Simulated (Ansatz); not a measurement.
# What NaSnF3 (model cell, started as cubic perovskite with Sn in the octahedra) distorts into, part 2 of 3

Aim: this structure of NaSnF3 (model cell, started as cubic perovskite with Sn in the octahedra) is to be tested for unstable modes, and one is followed downhill.

Ansatz 0.2.0; DFT LDA, scalar-relativistic, plane waves, PAW; PAW set soft_1.

So far, highest frequency on the path or at a solved wavevector (cm⁻¹): step 2 (the dispersion) 395. Also lowest frequency on the path (cm⁻¹): step 2 -193.

The structure was built from a prototype and need not be the compound's stable phase.

## 6. Relaxation from the frozen mode

Starting from the lowest point found, all atoms and the cell are let go, so that strain and other modes of the same symmetry can join in.

The input, input.yaml:

```yaml
crystal:
  lattice:
    - [4.549909941, 0.0, 0.0]
    - [0.0, 4.549909941, 0.0]
    - [0.0, 0.0, 4.549909941]
  atoms:
    - { symbol: Na, position: [0.0, -0.0275178542, 0.0] }
    - { symbol: Sn, position: [0.5, 0.4979613752, 0.5] }
    - { symbol: F, position: [0.5, 0.5581841571, 0.0] }
    - { symbol: F, position: [0.5, -0.0703310624, 0.5] }
    - { symbol: F, position: [0.0, 0.5581841571, 0.5] }
kpoints:
  mp_grid: { grid: [12, 12, 12] }
hamiltonian:
  xc: lda
  pseudopotentials: { kind: paw, azcp: { folder: soft_1 }, xc_functional: pbe }
scf:
  occupations: { method: fixed }
output:
  forces: true
  stress: true
  eigenvalues: true
relax:
  adjacent_minimum: "off"
  f_tol: 0.002
  max_steps: 120
  cell: { stress_tol: 0.03 }
```

Run with:

```console
$ ansatz run input.yaml --threads 4 --pin off --max-ram 16384MiB --backend cpu --events-out ev --progress --plain --runs-dir out
```

Numbers of over 12 decimals in the logs are rounded to 6 here.

Output:

```text
[...]
Crystal: 5 atoms, lattice volume = 94.191 Å³
Basis set: ecut = 420 eV, 1839 PW (Γ)
Bands: 27, of which v1, the nominal top of the filled ones, is band 22 counted from 1 (21 counted from 0)
Symmetry: 8 space group operations
[...]
k-points: 196 of 1728 (time reversal used)
[...]
SCF iter   1: F=—  HF=-9735.094944 eV  |F-HF|=—  |Δ(HF+E_count)|=         —  Δρ=1.43e-1  dr2=1.61e1  ethr=3.10e-3  ⟨swp⟩=4.6  Hψ=21349  notcnv=0  defer=543
[...]
SCF iter  11: F=-9729.946407 eV  HF=-9729.946408 eV  |F-HF|=2.12e-8  |Δ(HF+E_count)|=   1.30e-8  Δρ=6.99e-6  dr2=3.29e-8  ethr=2.27e-10  ⟨swp⟩=11.9  Hψ=25697  notcnv=0
SCF 1 converged in 11 iterations: F = -9729.946407 eV  dr2 = 3.29e-8
[...]
relax step   1: F+E_penalty+E_count = -9729.94640749 eV  Δ(F+E_penalty+E_count) = +0.000e0 eV  max|allowed force component| = 1.222e0 eV/Å  Δτ_max = 0.0000 Å  P = +0.392 GPa  Ω = 94.191 Å³  (11 SCF iters, dr2 threshold 1.00e-7 eV, accepted)
Crystal: 5 atoms, lattice volume = 94.220 Å³
Basis set: ecut = 420 eV, 1847 PW (Γ)
[...]
iter 1 solved again at ethr=5.94e-4 eV; its pass at ethr=3.10e-3 eV (dr2=2.61e-1 eV) is discarded
[...]
SCF iter   8: F=-9730.232982 eV  HF=-9730.232982 eV  |F-HF|=2.74e-7  |Δ(HF+E_count)|=   1.64e-6  Δρ=1.27e-5  dr2=1.90e-7  ethr=1.14e-9  ⟨swp⟩=11.1  Hψ=29594  notcnv=0
SCF 2 converged in 8 iterations: F = -9730.232982 eV  dr2 = 1.90e-7
relax step   2: F+E_penalty+E_count = -9730.23298193 eV  Δ(F+E_penalty+E_count) = -2.866e-1 eV  max|allowed force component| = 5.574e-1 eV/Å  Δτ_max = 0.1948 Å  P = -0.818 GPa  Ω = 94.220 Å³  energy of the carried Pulay correction = -6.132e-5 eV  (8 SCF iters, dr2 threshold 5.00e-7 eV, accepted)
Crystal: 5 atoms, lattice volume = 93.895 Å³
Basis set: ecut = 420 eV, 1833 PW (Γ)
[...]
SCF iter   8: F=-9730.473067 eV  HF=-9730.473067 eV  |F-HF|=3.41e-7  |Δ(HF+E_count)|=   2.04e-6  Δρ=1.30e-5  dr2=2.13e-7  ethr=1.14e-9  ⟨swp⟩=11.1  Hψ=29680  notcnv=0
SCF 3 converged in 8 iterations: F = -9730.473067 eV  dr2 = 2.13e-7
relax step   3: F+E_penalty+E_count = -9730.47306696 eV  Δ(F+E_penalty+E_count) = -2.401e-1 eV  max|allowed force component| = 5.215e-1 eV/Å  Δτ_max = 0.1951 Å  P = -1.559 GPa  Ω = 93.895 Å³  energy of the carried Pulay correction = +6.246e-4 eV  (8 SCF iters, dr2 threshold 5.00e-7 eV, accepted)
[... from here on, the SCF cycles and remarks between the steps are left out ...]
relax step   4: F+E_penalty+E_count = -9730.58918565 eV  Δ(F+E_penalty+E_count) = -1.161e-1 eV  max|allowed force component| = 2.563e-1 eV/Å  Δτ_max = 0.1667 Å  P = -0.871 GPa  Ω = 94.153 Å³  energy of the carried Pulay correction = +7.893e-5 eV  (8 SCF iters, dr2 threshold 5.00e-7 eV, accepted)
relax step   5: F+E_penalty+E_count = -9730.59309030 eV  Δ(F+E_penalty+E_count) = -3.905e-3 eV  max|allowed force component| = 6.570e-1 eV/Å  Δτ_max = 0.1598 Å  P = -0.616 GPa  Ω = 92.839 Å³  energy of the carried Pulay correction = +2.867e-3 eV  (8 SCF iters, dr2 threshold 5.00e-7 eV, accepted)
relax step   6: F+E_penalty+E_count = -9730.61936835 eV  Δ(F+E_penalty+E_count) = -2.628e-2 eV  max|allowed force component| = 2.771e-1 eV/Å  Δτ_max = 0.0771 Å  P = +1.743 GPa  Ω = 89.551 Å³  energy of the carried Pulay correction = +1.001e-2 eV  (8 SCF iters, dr2 threshold 5.00e-7 eV, accepted)
relax step   7: F+E_penalty+E_count = -9730.62864317 eV  Δ(F+E_penalty+E_count) = -9.275e-3 eV  max|allowed force component| = 2.881e-2 eV/Å  Δτ_max = 0.0184 Å  P = +0.051 GPa  Ω = 92.776 Å³  energy of the carried Pulay correction = +3.001e-3 eV  (6 SCF iters, dr2 threshold 5.00e-7 eV, accepted)
relax step   8: F+E_penalty+E_count = -9730.62835612 eV  Δ(F+E_penalty+E_count) = +2.871e-4 eV  max|allowed force component| = 2.186e-2 eV/Å  Δτ_max = 0.0087 Å  P = +0.002 GPa  Ω = 93.059 Å³  energy of the carried Pulay correction = +2.397e-3 eV  (7 SCF iters, dr2 threshold 5.19e-8 eV, accepted)
relax step   9: F+E_penalty+E_count = -9730.62801195 eV  Δ(F+E_penalty+E_count) = +3.442e-4 eV  max|allowed force component| = 2.067e-3 eV/Å  Δτ_max = 0.0086 Å  P = -0.013 GPa  Ω = 93.288 Å³  energy of the carried Pulay correction = +1.910e-3 eV  (7 SCF iters, dr2 threshold 2.99e-8 eV, accepted)
relax step  10: F+E_penalty+E_count = -9730.62805358 eV  Δ(F+E_penalty+E_count) = -4.163e-5 eV  max|allowed force component| = 5.725e-4 eV/Å  Δτ_max = 0.0007 Å  P = +0.001 GPa  Ω = 93.269 Å³  energy of the carried Pulay correction = +1.950e-3 eV  (7 SCF iters, dr2 threshold 2.67e-10 eV, accepted)
relax step  11: F+E_penalty+E_count = -9730.65100889 eV  Δ(F+E_penalty+E_count) = -2.296e-2 eV  max|allowed force component| = 4.503e-3 eV/Å  Δτ_max = 0.0000 Å  P = +0.324 GPa  Ω = 93.269 Å³  stress off target by 1.11e0 GPa  SCF on the basis re-selected at this cell (its energy is not comparable with the rows above)  (8 SCF iters)
relax step  12: F+E_penalty+E_count = -9730.65867227 eV  Δ(F+E_penalty+E_count) = -7.663e-3 eV  max|allowed force component| = 4.270e-2 eV/Å  Δτ_max = 0.0304 Å  P = +0.280 GPa  Ω = 94.293 Å³  energy of the carried Pulay correction = -2.179e-3 eV  (7 SCF iters, dr2 threshold 5.00e-7 eV, accepted)
relax step  13: F+E_penalty+E_count = -9730.65725756 eV  Δ(F+E_penalty+E_count) = +1.415e-3 eV  max|allowed force component| = 2.829e-2 eV/Å  Δτ_max = 0.0256 Å  P = +0.029 GPa  Ω = 95.851 Å³  energy of the carried Pulay correction = -5.447e-3 eV  (7 SCF iters, dr2 threshold 5.00e-7 eV, accepted)
relax step  14: F+E_penalty+E_count = -9730.65805300 eV  Δ(F+E_penalty+E_count) = -7.954e-4 eV  max|allowed force component| = 1.769e-2 eV/Å  Δτ_max = 0.0104 Å  P = -0.020 GPa  Ω = 95.620 Å³  energy of the carried Pulay correction = -4.966e-3 eV  (6 SCF iters, dr2 threshold 5.00e-8 eV, accepted)
relax step  15: F+E_penalty+E_count = -9730.65823795 eV  Δ(F+E_penalty+E_count) = -1.849e-4 eV  max|allowed force component| = 5.953e-3 eV/Å  Δτ_max = 0.0035 Å  P = +0.003 GPa  Ω = 95.539 Å³  energy of the carried Pulay correction = -4.796e-3 eV  (7 SCF iters, dr2 threshold 1.96e-8 eV, accepted)
relax step  16: F+E_penalty+E_count = -9730.65816708 eV  Δ(F+E_penalty+E_count) = +7.087e-5 eV  max|allowed force component| = 9.831e-4 eV/Å  Δτ_max = 0.0014 Å  P = +0.001 GPa  Ω = 95.575 Å³  energy of the carried Pulay correction = -4.872e-3 eV  (7 SCF iters, dr2 threshold 2.21e-9 eV, accepted)
relax step  17: F+E_penalty+E_count = -9730.66635591 eV  Δ(F+E_penalty+E_count) = -8.189e-3 eV  max|allowed force component| = 1.152e-3 eV/Å  Δτ_max = 0.0000 Å  P = +0.148 GPa  Ω = 95.575 Å³  stress off target by 3.54e-1 GPa  SCF on the basis re-selected at this cell (its energy is not comparable with the rows above)  (7 SCF iters)
relax step  18: F+E_penalty+E_count = -9730.66599853 eV  Δ(F+E_penalty+E_count) = +3.574e-4 eV  max|allowed force component| = 9.226e-3 eV/Å  Δτ_max = 0.0126 Å  P = +0.088 GPa  Ω = 96.446 Å³  energy of the carried Pulay correction = -1.886e-3 eV  (7 SCF iters, dr2 threshold 3.14e-7 eV, accepted)
relax step  19: F+E_penalty+E_count = -9730.66525858 eV  Δ(F+E_penalty+E_count) = +7.399e-4 eV  max|allowed force component| = 4.822e-2 eV/Å  Δτ_max = 0.0064 Å  P = +0.133 GPa  Ω = 96.857 Å³  energy of the carried Pulay correction = -2.822e-3 eV  (7 SCF iters, dr2 threshold 5.27e-8 eV, accepted)
relax step  20: F+E_penalty+E_count = -9730.66460314 eV  Δ(F+E_penalty+E_count) = +6.554e-4 eV  max|allowed force component| = 7.301e-3 eV/Å  Δτ_max = 0.0021 Å  P = -0.020 GPa  Ω = 97.192 Å³  energy of the carried Pulay correction = -3.608e-3 eV  (5 SCF iters, dr2 threshold 1.45e-7 eV, accepted)
relax step  21: F+E_penalty+E_count = -9730.66468421 eV  Δ(F+E_penalty+E_count) = -8.107e-5 eV  max|allowed force component| = 8.409e-4 eV/Å  Δτ_max = 0.0003 Å  P = -0.001 GPa  Ω = 97.159 Å³  energy of the carried Pulay correction = -3.530e-3 eV  (4 SCF iters, dr2 threshold 3.33e-9 eV, accepted)
relax step  22: F+E_penalty+E_count = -9730.66874228 eV  Δ(F+E_penalty+E_count) = -4.058e-3 eV  max|allowed force component| = 6.556e-4 eV/Å  Δτ_max = 0.0000 Å  P = +0.024 GPa  Ω = 97.159 Å³  stress off target by 9.69e-2 GPa  SCF on the basis re-selected at this cell (its energy is not comparable with the rows above)  (7 SCF iters)
relax step  23: F+E_penalty+E_count = -9730.66804809 eV  Δ(F+E_penalty+E_count) = +6.942e-4 eV  max|allowed force component| = 4.789e-3 eV/Å  Δτ_max = 0.0057 Å  P = +0.006 GPa  Ω = 97.581 Å³  energy of the carried Pulay correction = -8.842e-4 eV  (7 SCF iters, dr2 threshold 2.35e-8 eV, accepted)
relax step  24: F+E_penalty+E_count = -9730.66678502 eV  Δ(F+E_penalty+E_count) = +1.263e-3 eV  max|allowed force component| = 1.750e-1 eV/Å  Δτ_max = 0.0061 Å  P = -0.276 GPa  Ω = 97.688 Å³  energy of the carried Pulay correction = -1.114e-3 eV  (8 SCF iters, dr2 threshold 2.65e-9 eV, rejected (line search))
relax step  25: F+E_penalty+E_count = -9730.66794502 eV  Δ(F+E_penalty+E_count) = +1.031e-4 eV  max|allowed force component| = 4.127e-4 eV/Å  Δτ_max = 0.0007 Å  P = +0.001 GPa  Ω = 97.634 Å³  energy of the carried Pulay correction = -9.972e-4 eV  (10 SCF iters, accepted)
relax step  26: F+E_penalty+E_count = -9730.66901462 eV  Δ(F+E_penalty+E_count) = -1.070e-3 eV  max|allowed force component| = 2.974e-4 eV/Å  Δτ_max = 0.0000 Å  P = +0.006 GPa  Ω = 97.634 Å³  stress off target by 3.55e-2 GPa  SCF on the basis re-selected at this cell (its energy is not comparable with the rows above)  (6 SCF iters)
relax step  27: F+E_penalty+E_count = -9730.66865424 eV  Δ(F+E_penalty+E_count) = +3.604e-4 eV  max|allowed force component| = 1.066e-3 eV/Å  Δτ_max = 0.0029 Å  P = +0.002 GPa  Ω = 97.823 Å³  energy of the carried Pulay correction = -3.912e-4 eV  (7 SCF iters, dr2 threshold 3.15e-9 eV, accepted)
[...]
SCF iter   5: F=-9730.669039 eV  HF=-9730.669039 eV  |F-HF|=1.82e-12  |Δ(HF+E_count)|=  6.00e-11  Δρ=1.25e-7  dr2=1.31e-11  ethr=1.00e-12  ⟨swp⟩=12.4  Hψ=32054  notcnv=0
SCF 28 converged in 5 iterations: F = -9730.669039 eV  dr2 = 1.31e-11
relax step  28: F+E_penalty+E_count = -9730.66903860 eV  Δ(F+E_penalty+E_count) = -3.844e-4 eV  max|allowed force component| = 1.108e-3 eV/Å  Δτ_max = 0.0000 Å  P = +0.004 GPa  Ω = 97.823 Å³  stress off target by 1.60e-2 GPa  SCF on the basis re-selected at this cell (its energy is not comparable with the rows above)  (5 SCF iters)
[...]
SCF converged after 5 iterations
Free energy (F): -9730.669039 eV
[...]
Internal energy: -9730.669039 eV  (E = F + TS)
E sigma→0 (E₀):  -9730.669039 eV
Fermi energy:    2.526558 eV
[...]
--- Forces (eV/Å), atoms counted from 1 ---
  atom   1  Na    -0.00000000     0.00016648     0.00000000
  atom   2  Sn    -0.00000000    -0.00068633    -0.00000000
  atom   3  F     -0.00000000    -0.00030090     0.00000000
  atom   4  F      0.00000000     0.00110483     0.00000000
  atom   5  F      0.00000000    -0.00030090    -0.00000000
  max |Σ_I F_I| component: 1.68e-5 eV/Å
--- Stress (GPa, compression-positive) ---
       -0.002270       0.000000      -0.000000
        0.000000       0.016021      -0.000000
       -0.000000      -0.000000      -0.002270
  P = ⅓ Tr σ = 0.0038 GPa (0.038 kbar)
--- Band table (eV; the first three rows and the last of 196) ---
  k-point 0: bands = [... 18 lower, -1.3795, 0.0384, 0.0384, 0.6583, 6.8681, 8.7305, 9.1590, 9.1590, ... 1 higher]
  k-point 1: bands = [... 18 lower, -1.4030, -0.0208, 0.0387, 0.7686, 6.8556, 8.5837, 9.1683, 9.2238, ... 1 higher]
  k-point 2: bands = [... 18 lower, -1.3925, -0.1101, 0.0396, 1.0027, 6.7699, 8.3605, 9.1943, 9.3763, ... 1 higher]
  k-point 195: bands = [... 18 lower, -0.5353, -0.0879, -0.0879, 2.5266, 6.6823, 6.6823, 8.3184, 9.3726, ... 1 higher]
--- Relaxed structure (23 steps of the walk, 22 accepted, 5 SCFs on fresh bases) ---
  F+E_penalty+E_count = -9730.66903860 eV   max|allowed force component| = 1.108e-3 eV/Å   (the final SCF, on the basis selected at the relaxed cell)
  cell:  # Å, volume = 97.8235 Å³
    - [4.295407, 0, 0]
    - [0, 5.301936, 0.0]
    - [0, 0.0, 4.295407]
  atoms:
    - { symbol: Na, position: [0, -0.173871, 0] }
    - { symbol: Sn, position: [0.500000, 0.517424, 0.500000] }
    - { symbol: F, position: [0.500000, 0.635442, 0] }
    - { symbol: F, position: [0.500000, -0.097956, 0.500000] }
    - { symbol: F, position: [0, 0.635442, 0.500000] }
```

Run time: 6.4 min. Hardware: 4 threads of Arm Neoverse V2, shared host; peak memory 0.73 GiB; 25 min of CPU time.

The steps of the relaxation (22 of 28):

```tsv
step	energy less that of the first step (eV)	largest force component (eV/Å)	pressure (GPa)	volume (Å³)
1	0.0000	1.2217	0.39	94.19
2	-0.2866	0.5574	-0.82	94.22
4	-0.6428	0.2563	-0.87	94.15
5	-0.6467	0.6570	-0.62	92.84
6	-0.6730	0.2771	1.74	89.55
7	-0.6822	0.0288	0.05	92.78
9	-0.6816	0.0021	-0.01	93.29
10	-0.6816	0.0006	0.00	93.27
11*	-0.7046	0.0045	0.32	93.27
13	-0.7109	0.0283	0.03	95.85
14	-0.7116	0.0177	-0.02	95.62
15	-0.7118	0.0060	0.00	95.54
16	-0.7118	0.0010	0.00	95.58
18	-0.7196	0.0092	0.09	96.45
19	-0.7189	0.0482	0.13	96.86
20	-0.7182	0.0073	-0.02	97.19
22*	-0.7223	0.0007	0.02	97.16
23	-0.7216	0.0048	0.01	97.58
24	-0.7204	0.1750	-0.28	97.69
25	-0.7215	0.0004	0.00	97.63
27	-0.7222	0.0011	0.00	97.82
28*	-0.7226	0.0011	0.00	97.82
```

Relaxation steps marked * repeat the geometry before them on a plane-wave basis chosen anew for their cell, so energy and pressure can jump there. Other such steps can lie between the rows shown. Relaxation step 24 was tried and not accepted.

The run keeps the 8 symmetry operations that it works with, so distortions that break them were not tested.

```tsv
cell as run	before	after	change
a (Å)	4.550	4.295	-5.6 %
b (Å)	4.550	5.302	+16.5 %
c (Å)	4.550	4.295	-5.6 %
volume (Å³/atom)	18.84	19.56	+3.9 %
```

The atoms that moved most (Å, as changes of fractional coordinates times the final cell):

```tsv
atom	dx	dy	dz	length
Na1	0.000	-0.776	0.000	0.776
F3	0.000	0.410	0.000	0.410
F5	0.000	0.410	0.000	0.410
F4	0.000	-0.146	0.000	0.146
Sn2	0.000	0.103	0.000	0.103
```

Final coordinates:

```xyz
5
Lattice="4.2954 0.0000 0.0000 0.0000 5.3019 0.0000 0.0000 0.0000 4.2954" Properties=species:S:1:pos:R:3 pbc="T T T"
Na    0.0000   -0.9219    0.0000
Sn    2.1477    2.7434    2.1477
F     2.1477    3.3691    0.0000
F     2.1477   -0.5194    2.1477
F     0.0000    3.3691    2.1477
```

This step gave:

| Item | Value |
| --- | --- |
| pressure | 0.003827 GPa |
| gap on the k-mesh | 3.229 eV |
| volume per atom | 19.56 Å³ |

The distorted start has space group P4mm; the relaxation ends in P4mm.

## 7. The new phase in its own primitive cell

The relaxed structure is symmetrised, reduced to its primitive cell and relaxed tightly, as its phonons need.

input.yaml, the sections that differ from step 6:

```yaml
crystal:
  lattice:
    - [4.2954068991, 0.0, 0.0]
    - [0.0, 4.2954068991, 0.0]
    - [0.0, 0.0, 5.3019364842]
  atoms:
    - { symbol: Na, position: [0.0, 0.0, 0.1738713833] }
    - { symbol: Sn, position: [0.5, 0.5, 0.4825756833] }
    - { symbol: F, position: [0.5, 0.0, 0.364558269] }
    - { symbol: F, position: [0.5, 0.5, 0.0979556225] }
    - { symbol: F, position: [0.0, 0.5, 0.364558269] }
kpoints:
  mp_grid: { grid: [6, 6, 4] }
relax:
  adjacent_minimum: "off"
  f_tol: 0.001
  max_steps: 60
  cell: { stress_tol: 0.01 }
# hamiltonian, scf, output: as in step 6
```

Output:

```text
[...]
Crystal: 5 atoms, lattice volume = 97.823 Å³
Basis set: ecut = 420 eV, 1913 PW (Γ)
Bands: 27, of which v1, the nominal top of the filled ones, is band 22 counted from 1 (21 counted from 0)
Symmetry: 8 space group operations
[...]
k-points: 30 of 144 (time reversal used)
[...]
--- Relaxed structure (3 steps of the walk, 3 accepted, 1 SCFs on fresh bases) ---
[...]
cell:  # Å, volume = 97.9177 Å³
    - [4.294995, 0, 0]
    - [0, 4.294995, 0.0]
    - [0, 0.0, 5.308062]
  atoms:
    - { symbol: Na, position: [0, 0, 0.173943] }
    - { symbol: Sn, position: [0.5, 0.5, 0.482376] }
    - { symbol: F, position: [0.5, 0, 0.364496] }
    - { symbol: F, position: [0.5, 0.5, 0.098209] }
    - { symbol: F, position: [0, 0.5, 0.364496] }
[key lines of the parts left out:]
SCF converged after 5 iterations
Free energy (F): -9730.668848 eV
Fermi energy:    2.515912 eV
P = ⅓ Tr σ = 0.0030 GPa (0.030 kbar)
```

It took 8.7 s on 4 threads; peak memory 0.38 GiB; 33 s of CPU time.

Relaxation path:

```tsv
step	energy less that of the first step (eV)	largest force component (eV/Å)	pressure (GPa)	volume (Å³)
1	0.0000	0.0004	0.01	97.82
2	0.0001	0.0008	0.00	97.87
3	0.0002	0.0005	0.00	97.92
4*	0.0000	0.0005	0.00	97.92
```

Relaxation steps marked * repeat the geometry before them on a plane-wave basis chosen anew for their cell, so energy and pressure can jump there.

The run keeps the 8 symmetry operations that it works with, so distortions that break them were not tested.

```tsv
conventional cell, symmetrised	before	after	change
a (Å)	4.295	4.295	-0.0 %
b (Å)	4.295	4.295	-0.0 %
c (Å)	5.302	5.308	+0.1 %
volume (Å³/atom)	19.56	19.58	+0.1 %
```

Final coordinates:

```cif
data_structure
_symmetry_space_group_name_H-M 'P 1'
_symmetry_Int_Tables_number 1
_cell_length_a 4.2950
_cell_length_b 4.2950
_cell_length_c 5.3081
_cell_angle_alpha 90.000
_cell_angle_beta 90.000
_cell_angle_gamma 90.000
_cell_volume 97.92
loop_
_atom_site_label
_atom_site_type_symbol
_atom_site_fract_x
_atom_site_fract_y
_atom_site_fract_z
_atom_site_occupancy
Na1 Na 0.00000 0.00000 0.17394 1
Sn2 Sn 0.50000 0.50000 0.48238 1
F3 F 0.50000 0.00000 0.36450 1
F4 F 0.50000 0.50000 0.09821 1
F5 F 0.00000 0.50000 0.36450 1
```

A gap read on the k-mesh alone can miss the band edges.

Numbers from this step:

```yaml
pressure: 0.002957 GPa
gap_on_the_k_mesh: 3.230 eV
volume_per_atom: 19.58 Å³
direct_gap_on_mesh: 3.796 eV
```

The largest force component left is 0.48 meV/Å and the pressure is 0.003 GPa, within the tolerances set. The cell now holds 19.58 Å³/atom.

(Part 2 of 3 ends here.)

[Logs are printed without paths, hosts, clocks, repeated set-up lines and the standing remarks that a program may print on its own settings, such as how far it seeks lower states.]

[Hosts, paths, dates, database ids (printed as entryN), source tags and the programs' standing remarks are cut or masked in the printed files.]
